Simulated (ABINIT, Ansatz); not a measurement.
## Cs2KYF6 (Fm-3m): changed settings of a GW run in ABINIT

Aim: change inputs of a GW run on Cs2KYF6 (Fm-3m) and see what moves.

Calculated with ABINIT 10.8.3; PBEsol and many-body steps on it, plane waves.

## 1. The structure

Symmetry: Fm-3m, No. 225, cubic system. Conventional cell: a = 9.445 Å, b = 9.445 Å, c = 9.445 Å, α = 90.00°, β = 90.00°, γ = 90.00°. K has 6 F at 2.60 Å nearest. Nearest to Cs lie 12 F at 3.35 Å. Nearest to Y lie 6 F at 2.13 Å. F has 1 Y at 2.13 Å and 1 K at 2.60 Å and 4 Cs at 3.35 Å nearest. Farther neighbours and most contacts between anions are not listed.

The cell and positions come from the Crystallography Open Database and are kept as given unless a step says otherwise. Spin-orbit coupling is left out unless a step names it.

## 2. Screening, 2×2×2 mesh, 177 bands, screening to 141.5 eV

This step: ABINIT 10.8.3; RPA screening on PBEsol, plane waves, norm-conserving pseudopotentials.

The RPA dielectric matrix is built and inverted for each q.

run.abi

```
acell 3*1.0 Angstrom
rprim 
  -0.000000000000 4.722500000000 4.722500000000
  4.722500000000 -0.000000000000 4.722500000000
  4.722500000000 4.722500000000 0.000000000000
ntypat 4
znucl 19 55 39 9
natom 10
typat 1 2 2 3 4 4 4 4 4 4
xred 
  0.500000000000 0.500000000000 0.500000000000
  0.250000000000 0.250000000000 0.250000000000
  0.750000000000 0.750000000000 0.750000000000
  0.000000000000 0.000000000000 0.000000000000
  0.775000000000 0.225000000000 0.225000000000
  0.225000000000 0.775000000000 0.225000000000
  0.225000000000 0.775000000000 0.775000000000
  0.775000000000 0.225000000000 0.775000000000
  0.225000000000 0.225000000000 0.775000000000
  0.775000000000 0.775000000000 0.225000000000
pp_dirpath "pseudos"
pseudos "K.upf, Cs.upf, Y.upf, F.upf"
ecut 36
ngkpt 2 2 2
nshiftk 1
shiftk 0 0 0
kptopt 1
chksymbreak 0
istwfk *1
occopt 1
irdwfk 1
optdriver 3
nband 177
ecuteps 5.2
inclvkb 2
awtr 1
symchi 1
indata_prefix "in"
outdata_prefix "out"
tmpdata_prefix "tmp"
```

Command:

```console
OMP_NUM_THREADS=1 mpirun -n 8 abinit run.abi > log
```

The program printed:

```text
.Version 10.8.3 of ABINIT. v10.8.2 released Aug 2026.

 Symmetries : space group Fm -3 m (#225); Bravais cF (face-center cubic)
[... echo of the input left out ...]
== DATASET  1 ==================================================================
-   mpi_nproc: 8, omp_nthreads: 1 (-1 if OMP is not activated)

--- !DatasetInfo
iteration_state: {dtset: 1, }
dimensions: {natom: 10, nkpt: 3, mband: 177, nsppol: 1, nspinor: 1, nspden: 1, mpw: 14668, }
cutoff_energies: {ecut:  36.0, pawecutdg:  -1.0, }
electrons: {nelect:   8.00000000E+01, charge:   0.00000000E+00, occopt:   1.00000000E+00, tsmear:   1.00000000E-02, }

 SCREENING: Calculation of the susceptibility and dielectric matrices

 Based on a program developped by R.W. Godby, V. Olevano, G. Onida, and L. Reining.
 Incorporated in ABINIT by V. Olevano, G.-M. Rignanese, and M. Torrent.
.Using double precision arithmetic ; gwpc =  8

[... cell and pseudopotentials left out ...]
--------------------------------------------------------------------------------

 ==== K-mesh for the wavefunctions ====
 Number of points in the irreducible wedge :     3
[... list of points left out ...]
 Together with 48 symmetry operations and time-reversal symmetry
 yields     8 points in the full Brillouin Zone.

 ==== Q-mesh for the screening function ====
 Number of points in the irreducible wedge :     3
[... list of points left out ...]
 Together with 48 symmetry operations and time-reversal symmetry
 yields     8 points in the full Brillouin Zone.

 setmesh: FFT mesh size selected  =    48x   48x   48
          total number of points  =       110592

 vcoul_init : cutoff-mode = AUXILIARY_FUNCTION
 q-points for optical limit:   1
     1)      0.000010    0.000020    0.000030

- screening: taking advantage of time-reversal symmetry
- Maximum band index for partially occupied states nbvw = 40
- Remaining bands to be divided among processors   nbcw = 137
- Number of bands treated by each node ~17

 Number of electrons calculated from density =   80.0000; Expected =   80.0000
 average of density, n =  0.056279
 r_s =    1.6188
 omega_plasma =   22.8839 [eV]

 calculating chi0 at frequencies [eV] :
  1    0.000000E+00    0.000000E+00
  2    0.000000E+00    2.288386E+01

--------------------------------------------------------------------------------
  q-point number  1        q = ( 0.000000, 0.000000, 0.000000) [r.l.u.]
--------------------------------------------------------------------------------
[... chi0 elements left out ...]
 For q-point:  0.000010 0.000020 0.000030
  dielectric constant =   2.1184
  dielectric constant without local fields =   2.3860

  Average fulfillment of the sum rule on Im[epsilon] for q-point    1 :     46.52  [%]
[... wings left out ...]
  q-point number  2        q = ( 0.500000, 0.000000, 0.000000) [r.l.u.]
--------------------------------------------------------------------------------
[... chi0 elements left out ...]
  Average fulfillment of the sum rule on Im[epsilon] for q-point    2 :     51.91  [%]

 [... 1 further q-points ...]
```

The job ended after 74 s (8 MPI ranks of Intel Xeon 6975P-C (Granite Rapids), shared host; peak memory 6 GiB).

This step gave:

```yaml
eps_infinity_with_local_fields_on_this_mesh_along_the_program_s_q_direction: 2.118
the_same_without_local_fields: 2.386
plasma_frequency: 22.88 eV
plane_waves_in_the_screening_matrix: 821
```

Local fields lower ε∞ by 11 %. On a Γ-centred mesh this coarse the value itself is usually too large, while a short band sum pulls it down.

## 3. Base

The self-energy is evaluated for the states that the input lists, and the levels follow from it, in one-shot runs by the linearised quasiparticle equation.

This step: G0W0 on PBEsol, plane waves, norm-conserving pseudopotentials.

run.abi: that of step 2 with these lines changed.

```diff
@@ -31,8 +31,15 @@
 irdwfk 1
-optdriver 3
+optdriver 4
 nband 177
+gwcalctyp 0
+ecutsigx 36
+symsigma 1
+nkptgw 1
+kptgw 
+  0.0000000000 0.0000000000 0.0000000000
+bdgw 
+  38 43
 ecuteps 5.2
-inclvkb 2
-awtr 1
-symchi 1
+irdscr 1
+ppmodel 1
 indata_prefix "in"
```

The program printed:

```text
.Version 10.8.3 of ABINIT. v10.8.2 released Aug 2026.

 Symmetries : space group Fm -3 m (#225); Bravais cF (face-center cubic)
[... echo of the input left out ...]
== DATASET  1 ==================================================================
-   mpi_nproc: 8, omp_nthreads: 1 (-1 if OMP is not activated)

--- !DatasetInfo
iteration_state: {dtset: 1, }
dimensions: {natom: 10, nkpt: 3, mband: 177, nsppol: 1, nspinor: 1, nspden: 1, mpw: 14668, }
cutoff_energies: {ecut:  36.0, pawecutdg:  -1.0, }
electrons: {nelect:   8.00000000E+01, charge:   0.00000000E+00, occopt:   1.00000000E+00, tsmear:   1.00000000E-02, }

 SIGMA: Calculation of the GW corrections

 Based on a program developped by R.W. Godby, V. Olevano, G. Onida, and L. Reining.
 Incorporated in ABINIT by V. Olevano, G.-M. Rignanese, and M. Torrent.
.Using double precision arithmetic ; gwpc =  8

[... cell and pseudopotentials left out ...]
--------------------------------------------------------------------------------

 ==== K-mesh for the wavefunctions ====
 Number of points in the irreducible wedge :     3
[... list of points left out ...]
 Together with 48 symmetry operations and time-reversal symmetry
 yields     8 points in the full Brillouin Zone.

 ==== Q-mesh for screening function ====
 Number of points in the irreducible wedge :     3
[... list of points left out ...]
 Together with 48 symmetry operations and time-reversal symmetry
 yields     8 points in the full Brillouin Zone.

 vcoul_init : cutoff-mode = AUXILIARY_FUNCTION
 q-points for optical limit:   1
     1)      0.000010    0.000020    0.000030
 setmesh: FFT mesh size selected  =    72x   72x   72
          total number of points  =       373248

 Number of electrons calculated from density =   80.0000; Expected =   80.0000
 average of density, n =  0.056279
 r_s =    1.6188
 omega_plasma =   22.8839 [eV]

 === KS Band Gaps ===
  >>>> For spin  1
   Minimum direct gap =   6.5866 [eV], located at k-point      :   0.0000  0.0000  0.0000
   Fundamental gap    =   6.5866 [eV], Top of valence bands at :   0.0000  0.0000  0.0000
                                       Bottom of conduction at :   0.0000  0.0000  0.0000
 SIGMA fundamental parameters:
 PLASMON POLE MODEL  1
 number of plane-waves for SigmaX                14649
 number of plane-waves for SigmaC and W            821
 number of plane-waves for wavefunctions         14649
 number of bands                                   177
 number of independent spin polarizations            1
 number of spinorial components                      1
 number of k-points in IBZ                           3
 number of q-points in IBZ                           3
 number of symmetry operations                      48
 number of k-points in BZ                            8
 number of q-points in BZ                            8
 number of frequencies for dSigma/dE                 9
 frequency step for dSigma/dE [eV]                0.25
 number of omega for Sigma on real axis              0
 max omega for Sigma on real axis  [eV]           0.00
 zcut for avoiding poles [eV]                     0.10

 EPSILON^-1 parameters (SCR file):
 dimension of the eps^-1 matrix on file            821
 dimension of the eps^-1 matrix used               821
 number of plane-waves for wavefunctions         14649
 number of bands                                   177
 number of q-points in IBZ                           3
 number of frequencies                               2
 number of real frequencies                          1
 number of imag frequencies                          1

 matrix elements of self-energy operator (all in [eV])

 Perturbative Calculation

--- !SelfEnergy_ee
iteration_state: {dtset: 1, }
kpoint     : [   0.000,    0.000,    0.000, ]
spin       : 1
KS_gap     :    6.587
QP_gap     :    9.688
Delta_QP_KS:    3.101
data: !SigmaeeData |
     Band     E0 <VxcDFT>   SigX SigC(E0)      Z dSigC/dE  Sig(E)    E-E0       E
       38  -0.166 -21.943 -29.273   5.293   0.796  -0.256 -23.564  -1.621  -1.788
       39  -0.166 -21.943 -29.273   5.293   0.796  -0.256 -23.564  -1.621  -1.788
       40  -0.166 -21.943 -29.273   5.293   0.796  -0.256 -23.564  -1.621  -1.788
       41   6.420  -8.046  -3.837  -2.555   0.894  -0.118  -6.566   1.480   7.900
       42   7.798  -7.813  -3.542  -2.469   0.893  -0.120  -6.204   1.609   9.408
       43   7.798  -7.813  -3.542  -2.469   0.893  -0.120  -6.204   1.609   9.408

== END DATASET(S) ==============================================================
================================================================================

 -outvars: echo values of variables after computation  --------
           etotal      0.0000000000E+00
            nband         177
             nkpt           3
          spgroup         225
 [... the other variables as echoed above ...]

 Calculation completed.
```

The job ended after 27 s (8 MPI ranks; peak memory 3.7 GiB).

This step gave:

- G0W0 gap on the points computed: 9.688 eV
- starting gap on the mesh: 6.587 eV
- k of the valence top: 0, 0, 0
- k of the conduction bottom: 0, 0, 0
- Z at the valence top: 0.796
- Z at the conduction bottom: 0.894
- least direct G0W0 gap on the computed points: 9.688 eV

The gap on the mesh goes from 6.59 eV to 9.69 eV, a correction of +3.10 eV.

## 4. Scissors in G

run.abi: that of step 3 with these lines changed.

```diff
@@ -44,2 +44,3 @@
 ppmodel 1
+mbpt_sciss 0.5 eV
 indata_prefix "in"
```

The program printed:

```text
.Version 10.8.3 of ABINIT. v10.8.2 released Aug 2026.

 Symmetries : space group Fm -3 m (#225); Bravais cF (face-center cubic)
[... echo of the input left out ...]
== DATASET  1 ==================================================================
-   mpi_nproc: 8, omp_nthreads: 1 (-1 if OMP is not activated)

--- !DatasetInfo
iteration_state: {dtset: 1, }
dimensions: {natom: 10, nkpt: 3, mband: 177, nsppol: 1, nspinor: 1, nspden: 1, mpw: 14668, }
cutoff_energies: {ecut:  36.0, pawecutdg:  -1.0, }
electrons: {nelect:   8.00000000E+01, charge:   0.00000000E+00, occopt:   1.00000000E+00, tsmear:   1.00000000E-02, }

 SIGMA: Calculation of the GW corrections

 Based on a program developped by R.W. Godby, V. Olevano, G. Onida, and L. Reining.
 Incorporated in ABINIT by V. Olevano, G.-M. Rignanese, and M. Torrent.
.Using double precision arithmetic ; gwpc =  8

[... cell and pseudopotentials left out ...]
--------------------------------------------------------------------------------

 ==== K-mesh for the wavefunctions ====
 Number of points in the irreducible wedge :     3
[... list of points left out ...]
 Together with 48 symmetry operations and time-reversal symmetry
 yields     8 points in the full Brillouin Zone.

 ==== Q-mesh for screening function ====
 Number of points in the irreducible wedge :     3
[... list of points left out ...]
 Together with 48 symmetry operations and time-reversal symmetry
 yields     8 points in the full Brillouin Zone.

 vcoul_init : cutoff-mode = AUXILIARY_FUNCTION
 q-points for optical limit:   1
     1)      0.000010    0.000020    0.000030
 setmesh: FFT mesh size selected  =    72x   72x   72
          total number of points  =       373248

 Number of electrons calculated from density =   80.0000; Expected =   80.0000
[...]
number of q-points in BZ                            8
 number of frequencies for dSigma/dE                 9
 frequency step for dSigma/dE [eV]                0.25
 number of omega for Sigma on real axis              0
 max omega for Sigma on real axis  [eV]           0.00
 zcut for avoiding poles [eV]                     0.10
 scissor energy [eV]                              0.50

 EPSILON^-1 parameters (SCR file):
 dimension of the eps^-1 matrix on file            821
 dimension of the eps^-1 matrix used               821
 number of plane-waves for wavefunctions         14649
 number of bands                                   177
 number of q-points in IBZ                           3
 number of frequencies                               2
 number of real frequencies                          1
 number of imag frequencies                          1

 matrix elements of self-energy operator (all in [eV])

 Perturbative Calculation

--- !SelfEnergy_ee
iteration_state: {dtset: 1, }
kpoint     : [   0.000,    0.000,    0.000, ]
spin       : 1
KS_gap     :    6.587
QP_gap     :    9.730
Delta_QP_KS:    3.143
data: !SigmaeeData |
     Band     E0 <VxcDFT>   SigX SigC(E0)      Z dSigC/dE  Sig(E)    E-E0       E
       38  -0.166 -21.943 -29.273   5.302   0.796  -0.256 -23.558  -1.615  -1.781
       39  -0.166 -21.943 -29.273   5.302   0.796  -0.256 -23.558  -1.615  -1.781
       40  -0.166 -21.943 -29.273   5.302   0.796  -0.256 -23.558  -1.615  -1.781
       41   6.420  -8.046  -3.837  -2.560   0.895  -0.118  -6.518   1.528   7.949
       42   7.798  -7.813  -3.542  -2.475   0.893  -0.120  -6.155   1.658   9.456
       43   7.798  -7.813  -3.542  -2.475   0.893  -0.120  -6.155   1.658   9.456

== END DATASET(S) ==============================================================
================================================================================

 -outvars: echo values of variables after computation  --------
           etotal      0.0000000000E+00
            nband         177
             nkpt           3
          spgroup         225
 [... the other variables as echoed above ...]

 Calculation completed.
```

Elapsed: 30 s, on 8 MPI ranks; peak memory 3.8 GiB; 3.9 min of CPU time.

Numbers from this step:

- G0W0 gap on the points computed: 9.73 eV
- starting gap on the mesh: 6.587 eV
- k of the valence top: 0, 0, 0
- k of the conduction bottom: 0, 0, 0
- Z at the valence top: 0.796
- Z at the conduction bottom: 0.895
- least direct G0W0 gap on the computed points: 9.73 eV

## 5. Contour deformation on a plasmon-pole file

run.abi: that of step 4 with these lines changed.

```diff
@@ -33,3 +33,3 @@
 nband 177
-gwcalctyp 0
+gwcalctyp 2
 ecutsigx 36
@@ -43,4 +43,2 @@
 irdscr 1
-ppmodel 1
-mbpt_sciss 0.5 eV
 indata_prefix "in"
```

The program printed:

```text
.Version 10.8.3 of ABINIT. v10.8.2 released Aug 2026.

 Symmetries : space group Fm -3 m (#225); Bravais cF (face-center cubic)
================================================================================
 Values of the parameters that define the memory need of the present run
     intxc =       0    ionmov =       0      iscf =       7    lmnmax =       8
     lnmax =       8     mgfft =      72  mpssoang =       4    mqgrid =    3001
     natom =      10  nloc_mem =       1    nspden =       1   nspinor =       1
    nsppol =       1      nsym =      48    n1xccc =    2501    ntypat =       4
    occopt =       1   xclevel =       2
-    mband =         177        mffmem =           1         mkmem =           1
       mpw =       14668          nfft =      373248          nkpt =           3
================================================================================
  Rough estimation (10% accuracy) of disk space for files :
================================================================================

--------------------------------------------------------------------------------
------------- Echo of variables that govern the present computation ------------
--------------------------------------------------------------------------------
 -outvars: echo values of preprocessed input variables --------
            acell      1.8897261259E+00  1.8897261259E+00  1.8897261259E+00 Bohr

             bdgw          38      43
      chksymbreak           0
             ecut      3.60000000E+01 Hartree
          ecuteps      5.20000000E+00 Hartree
         ecutsigx      3.60000000E+01 Hartree
          ecutwfn      3.60000000E+01 Hartree
-          fftalg         312
        gwcalctyp           2
           irdscr           1
           irdwfk           1

[...]
setmesh: FFT mesh size selected  =    72x   72x   72
          total number of points  =       373248

 Number of electrons calculated from density =   80.0000; Expected =   80.0000
 average of density, n =  0.056279
 r_s =    1.6188
 omega_plasma =   22.8839 [eV]

 === KS Band Gaps ===
  >>>> For spin  1
   Minimum direct gap =   6.5866 [eV], located at k-point      :   0.0000  0.0000  0.0000
   Fundamental gap    =   6.5866 [eV], Top of valence bands at :   0.0000  0.0000  0.0000
                                       Bottom of conduction at :   0.0000  0.0000  0.0000
 SIGMA fundamental parameters:
 CONTOUR DEFORMATION
 number of plane-waves for SigmaX                14649
 number of plane-waves for SigmaC and W            821
 number of plane-waves for wavefunctions         14649
 number of bands                                   177
 number of independent spin polarizations            1
 number of spinorial components                      1
 number of k-points in IBZ                           3
 number of q-points in IBZ                           3
 number of symmetry operations                      48
 number of k-points in BZ                            8
 number of q-points in BZ                            8
 number of frequencies for dSigma/dE                 9
 frequency step for dSigma/dE [eV]                0.25
 number of omega for Sigma on real axis              0
 max omega for Sigma on real axis  [eV]           0.00
 zcut for avoiding poles [eV]                     0.10

 EPSILON^-1 parameters (SCR file):
 dimension of the eps^-1 matrix on file            821
 dimension of the eps^-1 matrix used               821
 number of plane-waves for wavefunctions         14649
 number of bands                                   177
 number of q-points in IBZ                           3
 number of frequencies                               2
 number of real frequencies                          1
 number of imag frequencies                          1

 matrix elements of self-energy operator (all in [eV])

 Perturbative Calculation

--- !ERROR
message: |
    Fatal error

--- !ERROR
message: |
    Fatal error

--- from the log ---
Fatal error
```

Elapsed: 8.5 s, on 8 MPI ranks; peak memory 2.9 GiB.

The run stopped with an error after 8.5 s.

The fault put into this input: contour deformation on a plasmon-pole file.

## 6. The runs together

Times are wall times on 8 MPI ranks of Intel Xeon 6975P-C (Granite Rapids), shared host, good to a factor of about two. A run's time includes the screening step that it read.

```
          run   mesh  bands  screening cutoff (eV)  DFT gap (eV)  gap on the mesh (eV)  direct (eV)  ε∞ used     time
         base  2×2×2    177                  141.5         6.587                 9.688        9.688     2.12  1.7 min
scissors in G  2×2×2    177                  141.5         6.587                 9.730        9.730     2.12  1.7 min
```

## 7. Summary of results

- base: 9.688 eV
- scissors in G: 9.730 eV
- known limits: not at the basis limit; no spin-orbit coupling; coarse k mesh

In words: Scissors in G: +0.042 eV against base (keys changed: mbpt_sciss). Bands and cutoff are finite, so the gap is not at the basis limit. The miss can reach some tenths of an eV and take either sign; the mesh is an error of its own. In the G0W0 runs levels were corrected at 1 k point alone, so a gap called «on the mesh» is the least over those, and an edge elsewhere would be missed. The 2×2×2 mesh is coarse for this cell, which bears on the long-range parts of exchange and screening. The many-body steps are scalar-relativistic: spin-orbit coupling is not in them.

[Paths, hosts, dates, memory and timing lines, banners, echoed tables and standing remarks are left out of the program output.]

[Logs are printed without paths, hosts, clocks, repeated set-up lines and the standing remarks that a program may print on its own settings, such as how far it seeks lower states.]

[Runs of the session that timed out or met a known fault of the program may be left out.]

[Hosts, paths, dates, database ids (printed as entryN), source tags and the programs' standing remarks are cut or masked in the printed files.]

[G0W0 gaps are taken among the corrected bands and points alone; a level outside them can change the order at an edge.]

[Where Ansatz stands beside ABINIT at settings called matched, ABINIT's density can come from a denser mesh and the files from another edition; pairs whose starting gaps differed by over 0.03 eV were left out, so agreement reads better than it is.]
